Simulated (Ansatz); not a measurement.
# Gap against strain: armchair BP nanoribbon (N = 3, H edges)

How it was computed: Ansatz 0.2.0, plane waves with PAW datasets, PBE, Fermi-Dirac smearing of 0.05 eV, no spin-orbit coupling. The period is scaled from its relaxed value of 5.629 Å and the atoms relax, within the symmetry of the start, at each strain ε (in %); gaps, in eV, are read on a band path.

| period (Å) | energy (eV a cell) | place of the conduction minimum (Γ = 0, Z = 1) | ε | gap |
| --- | --- | --- | --- | --- |
| 5.403 | +0.115 | 0.00 | −4 | 1.354 |
| 5.516 | +0.028 | 0.00 | −2 | 1.407 |
| 5.629 | 0.000 | 0.00 | 0 | 1.457 |
| 5.741 | +0.025 | 0.00 | 2 | 1.503 |
| 5.854 | +0.100 | 0.00 | 4 | 1.547 |

One run is withheld: period (Å) = 5.966, with ε = 6. Fit a straight line gap = a + b × ε to the 5 rows shown and predict it.

**Fit.** The means are 0 for ε and 1.454 for gap. The sum of products of deviations is 0.9638 and the sum of squares in ε is 40, so b = 0.9638 / 40 = 0.0241 and a = 1.454 − (0.0241) × 0 = 1.454. The residuals' standard deviation, with 3 degrees of freedom, is σ = 0.0038.

**Prediction.** gap = 1.454 + (0.0241) × 6 = 1.598. The run gave 1.589, so the prediction less the run is +0.0089. The standard error of a prediction there, σ√(1 + 1/5 + (6 − 0)²/40), is 0.0054, and the miss is 1.6 times that, for a point outside the fitted range. With so few rows σ is itself uncertain.

The gap widens at every step from compression to tension.

**Limits.** Kohn-Sham gaps of a wire among periodic images, which in a check on one flat ribbon (7 Å apart) lowered the gap by 0.2 eV and flattened the slope; the slope b × 100 is a mean deformation potential of the gap, in eV per unit strain. Between neighbouring runs it lies between 2.1 and 2.7 eV. The unstrained row comes from a denser mesh than the others, which shifts its energy a little. Series of this kind are told only where this holds: a gap at every strain (compound wires with polar facets were set aside first). 88 of 101 did.
